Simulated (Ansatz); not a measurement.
**Ca2Al2Se5: complex band structure**

Wanted: the relaxed cell of Ca2Al2Se5, its band edges and its decay constants. It is built by putting Ca for Mg in the Mg2Al2Se5 structure of space group P-3m1, with the volume rescaled by atomic radii. The parent structure comes from the Materials Project.

Method: r2SCAN DFT, plane waves, PAW files, in the first sound run; inputs show where later runs differ, in Ansatz 0.2.0.

The structure was built from a prototype and need not be the compound's stable phase.

### 1. Set-up

The structure is trigonal, space group P-3m1 (No. 164). The conventional cell has a = 4.046 Å, b = 4.046 Å, c = 17.002 Å, α = 90.00°, β = 90.00°, γ = 120.00°. Ca has 6 Se at 2.77 to 2.86 Å nearest. Nearest to Al lie 4 Se at 2.38 to 2.58 Å. Nearest to Se lie 3 Al at 2.58 Å. Se has 1 Al at 2.38 Å and 3 Ca at 2.77 Å nearest. Nearest to Se lie 6 Ca at 2.86 Å. It derives from Mg2Al2Se5. Ca for Mg in the Mg2Al2Se5 structure of space group P-3m1. Farther neighbours and most contacts between anions are not listed.

### 2. Relaxing the new crystal

The substituted atoms don't fit the parent's cell, so cell and atoms relax together. A small smearing keeps the run stable in case the gap closes on the way.

Input file input.yaml:

```yaml
crystal:
  lattice:
    - [4.0456797027, 0.0, 0.0]
    - [-2.0228398514, 3.5036613981, 0.0]
    - [0.0, 0.0, 17.001607709]
  atoms:
    - { symbol: Ca, position: [0.3333333333, 0.6666666667, 0.59683117] }
    - { symbol: Ca, position: [0.6666666667, 0.3333333333, 0.40316883] }
    - { symbol: Al, position: [0.3333333333, 0.6666666667, 0.175973] }
    - { symbol: Al, position: [0.6666666667, 0.3333333333, 0.824027] }
    - { symbol: Se, position: [0.6666666667, 0.3333333333, 0.11174943] }
    - { symbol: Se, position: [0.3333333333, 0.6666666667, 0.88825057] }
    - { symbol: Se, position: [0.6666666667, 0.3333333333, 0.68405651] }
    - { symbol: Se, position: [0.3333333333, 0.6666666667, 0.31594349] }
    - { symbol: Se, position: [0.0, 0.0, 0.5] }
kpoints:
  mp_grid: { grid: [6, 6, 2] }
scf:
  occupations: { method: gaussian, width: 0.03 }
hamiltonian:
  xc: r2scan
output:
  forces: true
  stress: true
relax:
  f_tol: 0.02
  max_steps: 60
  cell: {}
```

Started as:

```bash
ansatz run input.yaml --threads 2 --pin off --max-ram 4096MiB --backend cpu --events-out ev --progress --plain --runs-dir out
```

Numbers of over 12 decimals in the logs are rounded to 6 here.

Log:

```text
Engine: ansatz 0.2.0, x86_64-unknown-linux-gnu
Pseudopotentials: kind: paw
Pseudopotential: Ca, paw, valence charge 10, recommended cutoff 500 eV (meta_gga), Ca.paw.azcp
Pseudopotential: Al, paw, valence charge 3, recommended cutoff 500 eV (meta_gga), Al.paw.azcp
Pseudopotential: Se, paw, valence charge 16, recommended cutoff 500 eV (meta_gga), Se.paw.azcp
Functional definition: r2SCAN
  parameter k0 = 0.174
  parameter k1 = 0.065
  parameter a1 = 4.9479
  exchange = r2scan_x(k0 = k0, k1 = k1, a1 = a1)
  correlation = r2scan_c
Crystal: 9 atoms, lattice volume = 240.993 Å³
Basis set: ecut = 500 eV, 6187 PW (Γ), exchange–correlation on 120×120×500 points (64 copies of the dense FFT grid, shifted against one another)
Bands: 64, of which v1, the nominal top of the filled ones, is band 53 counted from 1 (52 counted from 0)
Symmetry: 12 space group operations
Space group: P-3m1 (ITA 164), of the structure as read, at distance tolerance 6.2e-5 Å
k-points: 14 of 72
Non-local potential: Ca, projectors of the file, l = 0: 3, l = 1: 2, l = 2: 2
Non-local potential: Al, projectors of the file, l = 0: 2, l = 1: 2, l = 2: 1
Non-local potential: Se, projectors of the file, l = 0: 2, l = 1: 2, l = 2: 3, l = 3: 1
PAW form: soft (Blöchl's): semilocal exchange-correlation on the pseudo side does not see the compensation charge
PAW frozen core: Ca, regenerated for the run's functional (the file was generated under x = pbe(κ = 0.804, μ = 0.219515), c = pbe(β = 0.066725))
PAW frozen core: Al, regenerated for the run's functional (the file was generated under x = pbe(κ = 0.804, μ = 0.219515), c = pbe(β = 0.066725))
PAW frozen core: Se, regenerated for the run's functional (the file was generated under x = pbe(κ = 0.804, μ = 0.219515), c = pbe(β = 0.066725))
PAW one-centre angular grid: Ca, 302 points (default); XC on 160 Gauss nodes
PAW one-centre angular grid: Al, 302 points (default); XC on 160 Gauss nodes
PAW one-centre angular grid: Se, 590 points (default); XC on 160 Gauss nodes
Initial density: superposition of atomic densities (neutral atoms: chi_scale 0, normalization atom), corrected by the library's trained network
Initial wavefunctions: pseudopotential atomic-orbital guess
Functional: x = r2scan, c = r2scan; τ floored in thin density (d = 2e-4 eV/Å³)
SCF iter   1: F=—  HF=-32128.019149 eV  |F-HF|=—  |Δ(HF+E_count)|=         —  Δρ=5.26e-3  dr2=1.42e-1  dr2_τ=4.60e-2  ethr=1.77e-3  ⟨swp⟩=9.4  Hψ=4172  notcnv=0  defer=7
preconditioner: auto → Resta (q_TF=auto, 2.379 Å⁻¹)  ε∞=3.4  [insulator: Δε(μ)=1.340 eV  Ē_g=9.698 eV  σ=0.030 eV  W_gap=1.00  n_scr=66 (ndim 8)  ℏωp=15.1 eV  f_vac=0.090  D(μ)=0.00/eV (n_scr^D=0)  ε∞_Penn≈3.4]
SCF iter   2: F=—  HF=-32128.144219 eV  |F-HF|=—  |Δ(HF+E_count)|=   1.25e-1  Δρ=2.54e-3  dr2=2.77e-2  dr2_τ=6.04e-4  ethr=1.34e-4  ⟨swp⟩=3.6  Hψ=1866  notcnv=0  defer=85
SCF iter   3: F=—  HF=-32128.138828 eV  |F-HF|=—  |Δ(HF+E_count)|=   5.39e-3  Δρ=8.55e-4  dr2=2.64e-3  dr2_τ=7.65e-5  ethr=2.61e-5  ⟨swp⟩=2.6  Hψ=1263  notcnv=0  defer=43
automatic band count: iteration 3 solves 61 bands in place of 64: the levels show a gap, and the empty bands left out lie too high to hold charge; the band table lists the bands solved (type scf.n_extra_bands for more)
SCF iter   4: F=—  HF=-32128.138688 eV  |F-HF|=—  |Δ(HF+E_count)|=   1.41e-4  Δρ=3.40e-4  dr2=2.73e-4  dr2_τ=1.06e-5  ethr=2.49e-6  ⟨swp⟩=2.4  Hψ=1232  notcnv=0  defer=43
SCF iter   5: F=—  HF=-32128.138742 eV  |F-HF|=—  |Δ(HF+E_count)|=   5.43e-5  Δρ=6.98e-5  dr2=2.13e-5  dr2_τ=8.91e-7  ethr=2.58e-7  ⟨swp⟩=2.4  Hψ=1465  notcnv=0  defer=43
SCF iter   6: F=—  HF=-32128.138801 eV  |F-HF|=—  |Δ(HF+E_count)|=   5.92e-5  Δρ=2.89e-5  dr2=5.02e-6  dr2_τ=1.10e-7  ethr=2.01e-8  ⟨swp⟩=2.0  Hψ=1559  notcnv=0  defer=43
SCF iter   7: F=—  HF=-32128.138803 eV  |F-HF|=—  |Δ(HF+E_count)|=   1.21e-6  Δρ=1.20e-5  dr2=6.68e-7  dr2_τ=9.61e-9  ethr=4.73e-9  ⟨swp⟩=2.0  Hψ=1553  notcnv=0  defer=43
SCF iter   8: F=-32128.138803 eV  HF=-32128.138803 eV  |F-HF|=1.59e-8  |Δ(HF+E_count)|=   4.63e-7  Δρ=3.50e-6  dr2=9.35e-8  dr2_τ=1.17e-9  ethr=9.43e-11  ⟨swp⟩=4.2  Hψ=3000  notcnv=0
SCF 1 converged in 8 iterations: F = -32128.138803 eV  dr2 = 9.35e-8
  greatest PAW one-centre occupation: 1.000 electrons in one spin orbital (limit 2), on the Se atom at site 7 (counted from 0), in its partial waves of l = 2
relax step   1: F+E_penalty+E_count = -32128.13880301 eV  Δ(F+E_penalty+E_count) = +0.000e0 eV  max|allowed force component| = 1.923e0 eV/Å  Δτ_max = 0.0000 Å  P = +0.182 GPa  Ω = 240.993 Å³  (8 SCF iters, dr2 threshold 1.00e-7 eV, accepted)
Crystal: 9 atoms, lattice volume = 247.437 Å³
Basis set: ecut = 500 eV, 6345 PW (Γ), exchange–correlation on 120×120×500 points (64 copies of the dense FFT grid, shifted against one another)
Initial density: handed on by an earlier stage of this run
Initial wavefunctions: those handed on with the density
iter 1 solved again at ethr=5.65e-4 eV; its pass at ethr=3.10e-3 eV (dr2=5.99e-1 eV) is discarded
SCF iter   1: F=—  HF=-32128.315539 eV  |F-HF|=—  |Δ(HF+E_count)|=         —  Δρ=9.57e-3  dr2=6.02e-1  dr2_τ=3.24e-1  ethr=5.65e-4  ⟨swp⟩=1.6  Hψ=4223  notcnv=0
automatic band count: iteration 1 solves 61 bands in place of 64: the levels show a gap, and the empty bands left out lie too high to hold charge; the band table lists the bands solved (type scf.n_extra_bands for more)
preconditioner: auto → Resta (q_TF=auto, 2.369 Å⁻¹)  ε∞=3.7  [insulator: Δε(μ)=0.941 eV  Ē_g=9.161 eV  σ=0.030 eV  W_gap=1.00  n_scr=66 (ndim 8)  ℏωp=14.9 eV  f_vac=0.098  D(μ)=0.00/eV (n_scr^D=0)  ε∞_Penn≈3.7]
SCF iter   2: F=—  HF=-32128.506495 eV  |F-HF|=—  |Δ(HF+E_count)|=   1.91e-1  Δρ=4.43e-3  dr2=3.83e-2  dr2_τ=1.54e-3  ethr=5.65e-4  ⟨swp⟩=4.0  Hψ=1667  notcnv=0  defer=15
SCF iter   3: F=—  HF=-32128.502505 eV  |F-HF|=—  |Δ(HF+E_count)|=   3.99e-3  Δρ=1.88e-3  dr2=8.77e-3  dr2_τ=9.77e-5  ethr=3.62e-5  ⟨swp⟩=2.4  Hψ=1190  notcnv=0  defer=38
SCF iter   4: F=—  HF=-32128.502775 eV  |F-HF|=—  |Δ(HF+E_count)|=   2.70e-4  Δρ=3.52e-4  dr2=5.35e-4  dr2_τ=1.17e-5  ethr=8.27e-6  ⟨swp⟩=2.0  Hψ=1422  notcnv=0  defer=38
SCF iter   5: F=—  HF=-32128.502895 eV  |F-HF|=—  |Δ(HF+E_count)|=   1.21e-4  Δρ=1.51e-4  dr2=1.07e-4  dr2_τ=2.88e-6  ethr=5.05e-7  ⟨swp⟩=2.0  Hψ=1575  notcnv=0  defer=38
SCF iter   6: F=—  HF=-32128.502885 eV  |F-HF|=—  |Δ(HF+E_count)|=   1.07e-5  Δρ=5.63e-5  dr2=1.53e-5  dr2_τ=1.84e-7  ethr=1.01e-7  ⟨swp⟩=2.0  Hψ=1558  notcnv=0  defer=38
[...]
SCF iter   1: F=—  HF=-32128.806458 eV  |F-HF|=—  |Δ(HF+E_count)|=         —  Δρ=1.24e-2  dr2=7.23e-1  dr2_τ=1.63e0  ethr=6.69e-4  ⟨swp⟩=1.5  Hψ=4446  notcnv=0
automatic band count: iteration 1 solves 61 bands in place of 64: the levels show a gap, and the empty bands left out lie too high to hold charge; the band table lists the bands solved (type scf.n_extra_bands for more)
preconditioner: auto → Resta (q_TF=auto, 2.384 Å⁻¹)  ε∞=3.8  [insulator: Δε(μ)=1.649 eV  Ē_g=9.123 eV  σ=0.030 eV  W_gap=1.00  n_scr=66 (ndim 8)  ℏωp=15.2 eV  f_vac=0.062  D(μ)=0.00/eV (n_scr^D=0)  ε∞_Penn≈3.8]
SCF iter   2: F=—  HF=-32128.533016 eV  |F-HF|=—  |Δ(HF+E_count)|=   2.73e-1  Δρ=6.69e-3  dr2=9.15e-2  dr2_τ=3.44e-3  ethr=6.69e-4  ⟨swp⟩=4.4  Hψ=1684  notcnv=0  defer=6
SCF iter   3: F=—  HF=-32128.538823 eV  |F-HF|=—  |Δ(HF+E_count)|=   5.81e-3  Δρ=2.48e-3  dr2=1.05e-2  dr2_τ=3.72e-4  ethr=8.63e-5  ⟨swp⟩=3.0  Hψ=1330  notcnv=0  defer=39
SCF iter   4: F=—  HF=-32128.543615 eV  |F-HF|=—  |Δ(HF+E_count)|=   4.79e-3  Δρ=5.46e-4  dr2=8.60e-4  dr2_τ=3.15e-5  ethr=9.92e-6  ⟨swp⟩=2.0  Hψ=1630  notcnv=0  defer=39
SCF iter   5: F=—  HF=-32128.543918 eV  |F-HF|=—  |Δ(HF+E_count)|=   3.03e-4  Δρ=1.55e-4  dr2=7.66e-5  dr2_τ=3.40e-6  ethr=8.11e-7  ⟨swp⟩=2.0  Hψ=1563  notcnv=0  defer=39
SCF iter   6: F=—  HF=-32128.543940 eV  |F-HF|=—  |Δ(HF+E_count)|=   2.16e-5  Δρ=7.75e-5  dr2=1.41e-5  dr2_τ=4.40e-7  ethr=7.22e-8  ⟨swp⟩=2.0  Hψ=1557  notcnv=0  defer=39
SCF iter   7: F=—  HF=-32128.543957 eV  |F-HF|=—  |Δ(HF+E_count)|=   1.72e-5  Δρ=1.76e-5  dr2=1.24e-6  dr2_τ=5.13e-8  ethr=1.33e-8  ⟨swp⟩=2.0  Hψ=1095  notcnv=0  defer=39
SCF iter   8: F=-32128.543958 eV  HF=-32128.543958 eV  |F-HF|=4.38e-8  |Δ(HF+E_count)|=   1.23e-6  Δρ=4.94e-6  dr2=9.14e-8  dr2_τ=4.31e-9  ethr=8.49e-10  ⟨swp⟩=4.0  Hψ=2714  notcnv=0
SCF 3 converged in 8 iterations: F = -32128.543958 eV  dr2 = 9.14e-8
relax step   3: F+E_penalty+E_count = -32128.54395837 eV  Δ(F+E_penalty+E_count) = -4.106e-2 eV  max|allowed force component| = 1.433e-1 eV/Å  Δτ_max = 0.1950 Å  P = -0.096 GPa  Ω = 238.031 Å³  energy of the carried Pulay correction = +1.611e-4 eV  (8 SCF iters, dr2 threshold 9.00e-7 eV, accepted)
[...]
relax step   4: F+E_penalty+E_count = -32128.55882297 eV  Δ(F+E_penalty+E_count) = -1.486e-2 eV  max|allowed force component| = 2.694e-2 eV/Å  Δτ_max = 0.0378 Å  P = -0.104 GPa  Ω = 239.459 Å³  energy of the carried Pulay correction = +8.319e-5 eV  (6 SCF iters, dr2 threshold 9.00e-7 eV, accepted)
[...]
relax step   5: F+E_penalty+E_count = -32128.56011319 eV  Δ(F+E_penalty+E_count) = -1.290e-3 eV  max|allowed force component| = 1.323e-2 eV/Å  Δτ_max = 0.0293 Å  P = -0.032 GPa  Ω = 238.199 Å³  energy of the carried Pulay correction = +1.519e-4 eV  (7 SCF iters, dr2 threshold 1.35e-7 eV, accepted)
[...]
relax step   6: F+E_penalty+E_count = -32128.56043301 eV  Δ(F+E_penalty+E_count) = -3.198e-4 eV  max|allowed force component| = 6.384e-3 eV/Å  Δτ_max = 0.0244 Å  P = +0.017 GPa  Ω = 237.222 Å³  energy of the carried Pulay correction = +2.054e-4 eV  (7 SCF iters, dr2 threshold 1.67e-8 eV, accepted)
Initial wavefunctions: pseudopotential atomic-orbital guess (no wavefunctions were taken with the density)
iter 1 solved again at ethr=1.05e-7 eV; its pass at ethr=3.10e-3 eV (dr2=1.11e-4 eV) is discarded
SCF iter   1: F=—  HF=-32128.560183 eV  |F-HF|=—  |Δ(HF+E_count)|=         —  Δρ=1.33e-5  dr2=4.33e-8  dr2_τ=1.49e-7  ethr=1.05e-7  ⟨swp⟩=3.1  Hψ=6378  notcnv=0
preconditioner: auto → Resta (q_TF=auto, 2.386 Å⁻¹)  ε∞=3.5  [insulator: Δε(μ)=1.323 eV  Ē_g=9.662 eV  σ=0.030 eV  W_gap=1.00  n_scr=66 (ndim 8)  ℏωp=15.2 eV  f_vac=0.063  D(μ)=0.00/eV (n_scr^D=0)  ε∞_Penn≈3.5]
SCF iter   2: F=—  HF=-32128.560236 eV  |F-HF|=—  |Δ(HF+E_count)|=   5.31e-5  Δρ=7.00e-6  dr2=1.42e-8  dr2_τ=1.16e-8  ethr=4.08e-11  ⟨swp⟩=2.9  Hψ=1554  notcnv=0
SCF iter   3: F=—  HF=-32128.560236 eV  |F-HF|=—  |Δ(HF+E_count)|=   3.96e-8  Δρ=4.78e-7  dr2=1.03e-9  dr2_τ=8.43e-11  ethr=1.34e-11  ⟨swp⟩=2.0  Hψ=1288  notcnv=0
SCF iter   4: F=—  HF=-32128.560236 eV  |F-HF|=—  |Δ(HF+E_count)|=  1.78e-10  Δρ=2.84e-7  dr2=2.15e-10  dr2_τ=1.15e-11  ethr=1.00e-12  ⟨swp⟩=2.0  Hψ=1498  notcnv=0
SCF iter   5: F=-32128.560236 eV  HF=-32128.560236 eV  |F-HF|=2.18e-11  |Δ(HF+E_count)|=  2.18e-10  Δρ=8.00e-8  dr2=2.66e-11  dr2_τ=2.16e-12  ethr=1.00e-12  ⟨swp⟩=4.0  Hψ=2716  notcnv=0
SCF 7 converged in 5 iterations: F = -32128.560236 eV  dr2 = 2.66e-11
relax step   7: F+E_penalty+E_count = -32128.56023567 eV  Δ(F+E_penalty+E_count) = +1.973e-4 eV  max|allowed force component| = 6.401e-3 eV/Å  Δτ_max = 0.0000 Å  P = +0.017 GPa  Ω = 237.222 Å³  stress off target by 2.78e-2 GPa  SCF on the basis re-selected at this cell (its energy is not comparable with the rows above)  (5 SCF iters)
basis re-selected at this cell: Δ(F+E_penalty+E_count) = +1.973e-4 eV, ΔP = -0.001 GPa vs the last step (what re-selecting the basis moved, of the pressure what is left beyond the Pulay correction that the steps carried, after the strain that the cell walked since its last selection, with what the two solves' SCF thresholds leave and, on support functions, any second-order correction that the steps lacked; it is no m [...]
SCF converged after 5 iterations
Free energy (F): -32128.560236 eV
Harris-Foulkes:  -32128.560236 eV  (|F-HF|=2.18e-11)
Internal energy: -32128.560236 eV  (E = F + TS)
E sigma→0 (E₀):  -32128.560236 eV
Fermi energy:    6.565845 eV
--- Per-component energies (eV) ---
  E_band       = -2374.980820
  E_kinetic    = 1202.386446
  E_local      = -16541.061518  (includes V_loc(G=0)·N_el)
  E_nonlocal   = -2836.073683
  E_hartree    = 7911.246146
  E_xc         = -843.046231
  E_vxc        = -984.468977  (∫ρ·V_xc dr)
  E_paw        = -12296.121669  (= ΣΔE_a)
  E_vpaw       = 910.034827  (= ΣTr[D̂ρ^β])
  E_aug_tail   = -0.001043  (compensation charges beyond the density's cutoff)
  E_vtau       = 51.710781  (kinetic-family band-sum trace: ∫τ·v_τ [+ j·A + Jᵃ·Aᵃ] dr)
  E_ewald      = -8716.503287
  E_core_change = -9.385398  (= ΣΔE_core)
  E_smearing   = -0.000000  (= −TS)
  E_closure    = 0.000000  (closes the sum)
  Σ components = -32128.560236   (vs F -32128.560236, Δ=0.00e0)
--- Forces (eV/Å), atoms counted from 1 ---
  atom   1  Ca    -0.00000000     0.00000000     0.00265203
  atom   2  Ca     0.00000000    -0.00000000    -0.00265203
  atom   3  Al    -0.00000000     0.00000000    -0.00640102
  atom   4  Al    -0.00000000    -0.00000000     0.00640102
  atom   5  Se     0.00000000    -0.00000000     0.00365164
  atom   6  Se    -0.00000000     0.00000000    -0.00365164
  atom   7  Se    -0.00000000     0.00000000    -0.00457411
  atom   8  Se     0.00000000    -0.00000000     0.00457411
  atom   9  Se    -0.00000000     0.00000000     0.00000000
  max |Σ_I F_I| component: 2.31e-17 eV/Å
--- Stress (GPa, compression-positive) ---
        0.011236      -0.000000      -0.000000
       -0.000000       0.011236      -0.000000
       -0.000000      -0.000000       0.027794
  P = ⅓ Tr σ = 0.0168 GPa (0.168 kbar)
--- Relaxed structure (6 steps of the walk, 6 accepted, 1 SCFs on fresh bases) ---
  F+E_penalty+E_count = -32128.56023567 eV   max|allowed force component| = 6.401e-3 eV/Å   (the final SCF, on the basis selected at the relaxed cell)
  cell:  # Å, volume = 237.2221 Å³
    - [4.022777, 2.8703902050004964e-11, 0]
    - [-2.011388, 3.483827, 0]
    - [0, 0, 16.926713]
  atoms:
    - { symbol: Ca, position: [0.333333, 0.666667, 0.604336] }
    - { symbol: Ca, position: [0.666667, 0.333333, 0.395664] }
    - { symbol: Al, position: [0.333333, 0.666667, 0.162703] }
    - { symbol: Al, position: [0.666667, 0.333333, 0.837297] }
    - { symbol: Se, position: [0.666667, 0.333333, 0.104221] }
    - { symbol: Se, position: [0.333333, 0.666667, 0.895779] }
    - { symbol: Se, position: [0.666667, 0.333333, 0.702563] }
    - { symbol: Se, position: [0.333333, 0.666667, 0.297437] }
    - { symbol: Se, position: [0, 0, 0.5] }
```

The job ended after 60 s (2 threads of Intel Xeon Platinum 8488C (Sapphire Rapids), shared host; peak memory 1.2 GiB; 1.9 min of CPU time).

Step by step:

| step | energy less that of the first step (eV) | largest force component (eV/Å) | pressure (GPa) | volume (Å³) |
| --- | --- | --- | --- | --- |
| 1 | 0.0000 | 1.9226 | 0.18 | 240.99 |
| 2 | -0.3641 | 0.4608 | -0.56 | 247.44 |
| 3 | -0.4052 | 0.1433 | -0.10 | 238.03 |
| 4 | -0.4200 | 0.0269 | -0.10 | 239.46 |
| 5 | -0.4213 | 0.0132 | -0.03 | 238.20 |
| 6 | -0.4216 | 0.0064 | 0.02 | 237.22 |
| 7* | -0.4214 | 0.0064 | 0.02 | 237.22 |

Relaxation steps marked * repeat the geometry before them on a plane-wave basis chosen anew for their cell, so energy and pressure can jump there.

The run keeps the 12 symmetry operations that it works with, so distortions that break them were not tested.

| conventional cell, symmetrised | before | after | change |
| --- | --- | --- | --- |
| a (Å) | 4.046 | 4.023 | -0.6 % |
| b (Å) | 4.046 | 4.023 | -0.6 % |
| c (Å) | 17.002 | 16.927 | -0.4 % |
| volume (Å³/atom) | 26.78 | 26.36 | -1.6 % |

The atoms that moved most (Å, as changes of fractional coordinates times the final cell):

| atom | dx | dy | dz | length |
| --- | --- | --- | --- | --- |
| Se7 | 0.000 | 0.000 | 0.313 | 0.313 |
| Se8 | 0.000 | 0.000 | -0.313 | 0.313 |
| Al3 | 0.000 | 0.000 | -0.225 | 0.225 |
| Al4 | 0.000 | 0.000 | 0.225 | 0.225 |
| Se6 | 0.000 | 0.000 | 0.127 | 0.127 |
| Se5 | 0.000 | 0.000 | -0.127 | 0.127 |
| Ca2 | 0.000 | 0.000 | -0.127 | 0.127 |
| Ca1 | 0.000 | 0.000 | 0.127 | 0.127 |

Numbers from this step:

```
free energy  : -32128.5602 eV
Fermi energy : 6.566 eV
pressure     : 0.01676 GPa
```

The largest force component on a free atom ends at 0.0064 eV/Å.

[end of part 1 of 3]

[Logs are printed without paths, hosts, clocks, repeated set-up lines and the standing remarks that a program may print on its own settings, such as how far it seeks lower states.]

[Hosts, paths, dates, database ids (printed as entryN), source tags and the programs' standing remarks are cut or masked in the printed files.]
